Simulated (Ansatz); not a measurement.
# CdSe (F-43m): thermal expansion under pressure, part 3 of 3

Aim: how pressure changes the thermal expansion of CdSe. The starting cell is a computed one from a database.

Ansatz 0.2.0; DFT RPBE, scalar-relativistic, plane waves, PAW.

So far, principal linear expansion coefficients at 298 K (× 1e-6/K): step 7 (phonons on strained cells) 5.49.

**8. Relaxation under pressure, pressure 10 GPa**

The study at pressure needs a start near its own equilibrium, so the cell is first relaxed to that pressure.

input.yaml reads:

```yaml
crystal:
  lattice:
    - [0.0, 3.1420417744, 3.1420417744]
    - [3.1420417744, 0.0, 3.1420417744]
    - [3.1420417744, 3.1420417744, 0.0]
  atoms:
    - { symbol: Cd, position: [0.0, 0.0, 0.0] }
    - { symbol: Se, position: [0.75, 0.75, 0.75] }
kpoints:
  mp_grid: { grid: [12, 12, 12] }
hamiltonian:
  xc: rpbe
scf:
  occupations: { method: fixed }
  lower_state_search: "off"
output:
  forces: true
  stress: true
  eigenvalues: true
relax:
  adjacent_minimum: "off"
  f_tol: 0.001
  max_steps: 60
  cell: { stress_tol: 0.05, p_target: 10.0 }
```

The run is started by

```bash
ansatz run input.yaml --threads 8 --pin off --max-ram 16384MiB --backend cpu --events-out ev --progress --plain --runs-dir out
```

Numbers of over 12 decimals in the logs are rounded to 6 here.

What it wrote:

```text
[...]
Crystal: 2 atoms, lattice volume = 62.039 Å³
Basis set: ecut = 420 eV, 1243 PW (Γ), exchange–correlation on 60×60×60 points (8 copies of the dense FFT grid, shifted against one another)
Bands: 22, of which v1, the nominal top of the filled ones, is band 18 counted from 1 (17 counted from 0)
Symmetry: 24 space group operations
[...]
k-points: 72 of 1728 (time reversal used)
[...]
k-point 71: bands = [... 14 lower, 1.5485, 4.4002, 6.2012, 6.2258, 14.0452, 14.1028, 15.4322, 16.4628]
--- Relaxed structure (4 steps of the walk, 4 accepted, 1 SCFs on fresh bases) ---
[...]
cell:  # Å, volume = 52.2895 Å³
    - [0, 2.967984, 2.967984]
    - [2.967984, 0, 2.967984]
    - [2.967984, 2.967984, 0]
  atoms:
    - { symbol: Cd, position: [0, 0, 0] }
    - { symbol: Se, position: [0.750000, 0.750000, 0.750000] }
[key lines of the parts left out:]
SCF converged after 7 iterations
Free energy (F): -13738.898837 eV
Fermi energy:    8.699720 eV
P = ⅓ Tr σ = 9.9675 GPa (99.675 kbar)
```

Elapsed: 8.4 s, on 8 threads of Arm Neoverse V1, shared host; peak memory 0.53 GiB.

Step by step:

```
step  energy less that of the first step (eV)  largest force component (eV/Å)  pressure (GPa)  volume (Å³)
   1                                   0.0000                          0.0000            0.00        62.04
   2                                   0.1930                          0.0000            8.33        53.40
   3                                   0.2773                          0.0000           10.51        51.96
   4                                   0.2561                          0.0000            9.98        52.29
  5*                                   0.2582                          0.0000            9.97        52.29
```

Relaxation steps marked * repeat the geometry before them on a plane-wave basis chosen anew for their cell, so energy and pressure can jump there.

The run keeps the 24 symmetry operations that it works with, so distortions that break them were not tested.

```
conventional cell, symmetrised  before  after   change
                         a (Å)   6.284  5.936   -5.5 %
                         b (Å)   6.284  5.936   -5.5 %
                         c (Å)   6.284  5.936   -5.5 %
              volume (Å³/atom)   31.02  26.14  -15.7 %
```

Final coordinates:

```
Cd Se
1.0
     0.00000    2.96798    2.96798
     2.96798    0.00000    2.96798
     2.96798    2.96798    0.00000
Cd Se
1 1
Direct
  0.00000 0.00000 0.00000
  0.75000 0.75000 0.75000
```

This step gave:

| Quantity | Value |
| --- | --- |
| pressure | 9.968 GPa |
| gap on the k-mesh | 0.9334 eV |
| volume per atom | 26.14 Å³/atom |

The cell shrank by 15.7 % in volume.

**9. The quasi-harmonic study, pressure 10 GPa**

The study relaxes the crystal at several strains, solves the phonons on some of them and minimises the free energy at each temperature (static energy, vibrations, the electrons in a metal, and PV under a set pressure); the q-mesh sets how far the force constants reach.

input.yaml, the sections that differ from step 8:

```yaml
crystal:
  lattice:
    - [0.0, 2.9679842748, 2.9679842748]
    - [2.9679842748, 0.0, 2.9679842748]
    - [2.9679842748, 2.9679842748, 0.0]
  atoms:
    - { symbol: Cd, position: [0.0, 0.0, 0.0] }
    - { symbol: Se, position: [0.75, 0.75, 0.75] }
output:
  eigenvalues: true
phonons:
  method: dfpt
  qmesh: [4, 4, 4]
  temperatures: { t_max: 800.0, t_step: 50 }
  thermal_expansion: { pressure: 10.0 }
# kpoints, hamiltonian, scf: as in step 8
# relax: removed
```

What it wrote:

```text
Warning: phonons: the dynamical matrix that this run interpolates holds no multipole term above the dipole-dipole one, and a site of this crystal is no centre of inversion, so its interpolated transverse optical and acoustic branches and sound speeds can stay off near Gamma, and the density of states and the thermodynamics with them. What a run solves at a wave vector of phonons.qpoints, Gamma apart, where the deck admits one, is free of this, and under fd what a larger phonons.supercell samples
The last accepted step is kept in <dir> (removed where the run ends without a failure and the disk answers)
Engine: ansatz 0.2.0, aarch64-unknown-linux-gnu
Pseudopotentials: kind: paw
Pseudopotential: Cd, paw, valence charge 20, recommended cutoff 420 eV (normal), Cd.paw.azcp
Pseudopotential: Se, paw, valence charge 16, recommended cutoff 420 eV (normal), Se.paw.azcp
Functional definition: RPBE
  parameter kappa = 0.804
  parameter beta = 0.066725
  exchange = rpbe_x(kappa = kappa, mu = beta*pi^2/3)
  correlation = pbe_c(beta = beta)
Crystal: 2 atoms, lattice volume = 52.290 Å³
Basis set: ecut = 487.2 eV, 1243 PW (Γ), exchange–correlation on 64×64×64 points (8 copies of the dense FFT grid, shifted against one another)
Bands: 22, of which v1, the nominal top of the filled ones, is band 18 counted from 1 (17 counted from 0)
Symmetry: 24 space group operations
Space group: F-43m (ITA 216), of the structure as read, at distance tolerance 3.7e-5 Å
k-points: 72 of 1728 (time reversal used)
Non-local potential: Cd, projectors of the file, l = 0: 3, l = 1: 2, l = 2: 2, l = 3: 1
Non-local potential: Se, projectors of the file, l = 0: 2, l = 1: 2, l = 2: 3, l = 3: 1
PAW form: soft (Blöchl's): semilocal exchange-correlation on the pseudo side does not see the compensation charge
PAW frozen core: Cd, regenerated for the run's functional, and the local potential with it (the file was generated under x = pbe(κ = 0.804, μ = 0.219515), c = pbe(β = 0.066725))
PAW frozen core: Se, regenerated for the run's functional, and the local potential with it (the file was generated under x = pbe(κ = 0.804, μ = 0.219515), c = pbe(β = 0.066725))
PAW one-centre angular grid: Cd, 590 points (default); XC on 64 Gauss nodes
PAW one-centre angular grid: Se, 590 points (default); XC on 64 Gauss nodes
Initial density: superposition of atomic densities (neutral atoms: chi_scale 0, normalization atom), corrected by the library's trained network
Initial wavefunctions: pseudopotential atomic-orbital guess
Functional: x = rpbe, c = pbe(β = 0.066725)
SCF iter   1: F=—  HF=-13738.901169 eV  |F-HF|=—  |Δ(HF+E_count)|=         —  Δρ=2.95e-3  dr2=3.41e-3  ethr=1.77e-3  ⟨swp⟩=4.9  Hψ=5912  notcnv=0  defer=139
[...]
relax step   1: F+E_penalty+E_count = -13738.90128206 eV  Δ(F+E_penalty+E_count) = +0.000e0 eV  max|allowed force component| = 8.327e-17 eV/Å  Δτ_max = 0.0000 Å  (9 SCF iters, accepted)
SCF converged after 9 iterations
Free energy (F): -13738.901282 eV
Harris-Foulkes:  -13738.901282 eV  (|F-HF|=1.82e-12)
Internal energy: -13738.901282 eV  (E = F + TS)
E sigma→0 (E₀):  -13738.901282 eV
Fermi energy:    8.699263 eV
--- Per-component energies (eV) ---
  E_band       = -852.461032
  E_kinetic    = 626.082824
  E_local      = -6202.317188  (includes V_loc(G=0)·N_el)
  E_nonlocal   = -565.515737
  E_hartree    = 2964.328630
  E_xc         = -282.767549
  E_vxc        = -321.487870  (∫ρ·V_xc dr)
  E_paw        = -6007.763987  (= ΣΔE_a)
  E_vpaw       = -317.880121  (= ΣTr[D̂ρ^β])
  E_aug_tail   = -0.000228  (compensation charges beyond the density's cutoff)
  E_ewald      = -4270.561269
  E_core_change = -0.386779  (= ΣΔE_core)
  E_smearing   = -0.000000  (= −TS)
  E_closure    = 0.000000  (closes the sum)
  Σ components = -13738.901282   (vs F -13738.901282, Δ=0.00e0)
--- Forces (eV/Å), atoms counted from 1 ---
  atom   1  Cd    -0.00000000    -0.00000000     0.00000000
  atom   2  Se     0.00000000    -0.00000000     0.00000000
  max |Σ_I F_I| component: 5.55e-17 eV/Å
--- Stress (GPa, compression-positive) ---
        9.966964      -0.000000      -0.000000
       -0.000000       9.966964       0.000000
       -0.000000       0.000000       9.966964
  P = ⅓ Tr σ = 9.9670 GPa (99.670 kbar)
--- Band table (eV; the first three rows and the last of 72) ---
  k-point 0: bands = [... 14 lower, 0.9508, 8.6993, 8.6993, 8.6993, 9.6330, 14.7091, 14.7091, 14.7091]
  k-point 1: bands = [... 14 lower, 0.9500, 8.0049, 8.6327, 8.6327, 10.2168, 14.6056, 14.8155, 14.8155]
  k-point 2: bands = [... 14 lower, 0.9496, 6.9526, 8.4599, 8.4599, 10.8959, 14.5562, 15.0625, 15.0625]
  k-point 71: bands = [... 14 lower, 1.5478, 4.4001, 6.2009, 6.2254, 14.0449, 14.1028, 15.4319, 16.4623]
── thermal expansion: 3 new cells, 3 in all ──
thermal expansion: relaxation of cell 2
thermal expansion: relaxation of cell 3
── thermal expansion: 2 new cells, 5 in all ──
thermal expansion: relaxation of cell 4
thermal expansion: phonons of cell 4
WARN: thermal expansion: vibrations_at_or_below_zero in the phonons of 1 cell: 4
this run last wrote the structure of step 1 to <dir>
--- Relaxed structure (1 steps of the walk, 1 accepted, 0 SCFs on fresh bases) ---
  F+E_penalty+E_count = -13738.90128206 eV   max|allowed force component| = 8.327e-17 eV/Å
  atoms:
    - { symbol: Cd, position: [0.0, 0.0, 0.0] }
    - { symbol: Se, position: [0.75, 0.75, 0.75] }
--- Thermal expansion: 5 cells in 2 rounds, 10 GPa ---
  no lower state was looked for at cell 4: scf.lower_state_search: off
  not told: vibrations stand at or below zero in cell 4 (0.094 modes a cell, the lowest at -16.7 cm⁻¹): the crystal is at no minimum there, or its k-points are too few: type the crystal that it becomes, another pressure, or a denser kpoints.mp_grid, in a new run
  vibrations_at_or_below_zero in the phonons of 1 cell: 4
Error: vibrations stand at or below zero in cell 4 (0.094 modes a cell, the lowest at -16.7 cm⁻¹): the crystal is at no minimum there, or its k-points are too few: type the crystal that it becomes, another pressure, or a denser kpoints.mp_grid, in a new run
```

Elapsed: 9.6 min, on 8 threads; peak memory 4.9 GiB.

The run ended with an error.

The program's message: “vibrations stand at or below zero in cell 4 (0.094 modes a cell, the lowest at -16.7 cm⁻¹): the crystal is at no minimum there, or its k-points are too few: type the crystal that it becomes, another p …”

**10. Summary of results**

```
settings of these figures                        : RPBE, 487.2 eV, k 12×12×12, q 4×4×4, 2 GPa
volume expansion coefficient at 298 K            : 16.46 1e-6/K
C_P at 298 K                                     : 24.21 J/mol-atom/K
entropy at 298 K                                 : 44.23 J/mol-atom/K
isothermal bulk modulus at 298 K                 : 44.53 GPa
Grüneisen parameter at 298 K                     : 0.5445
volume at 298 K                                  : 29.79 Å³/atom
principal linear expansion coefficients at 298 K : 5.486, 5.486, 5.486 1e-6/K
```

Near room temperature and at 2 GPa CdSe expands by 16.5 × 10⁻⁶/K in volume by RPBE, with C_P = 24.2 J/(mol K) per mole of atoms and B_T = 44.5 GPa. At low temperature the volume shrinks on warming, because modes with negative Grüneisen parameters outweigh the rest; the coefficient turns positive near 70 K. C_P at room temperature is 97 % of the classical 3R an atom. The study on the 4×4×4 q-mesh at 10 GPa stopped because modes went imaginary in one of its cells, a sign that the phase is near an instability or that the meshes are too coarse for it. The interpolation has no quadrupole term, so branches near the zone centre are less sure, since this crystal has sites that are not centres of inversion. The PAW files were made for PBE and are used here under another functional, for which the program regenerates the frozen cores.

[Logs are printed without paths, hosts, clocks, repeated set-up lines and the standing remarks that a program may print on its own settings, such as how far it seeks lower states.]

[Hosts, paths, dates, database ids (printed as entryN), source tags and the programs' standing remarks are cut or masked in the printed files.]

[A step with changed settings may run another functional than the one named; its input shows which.]
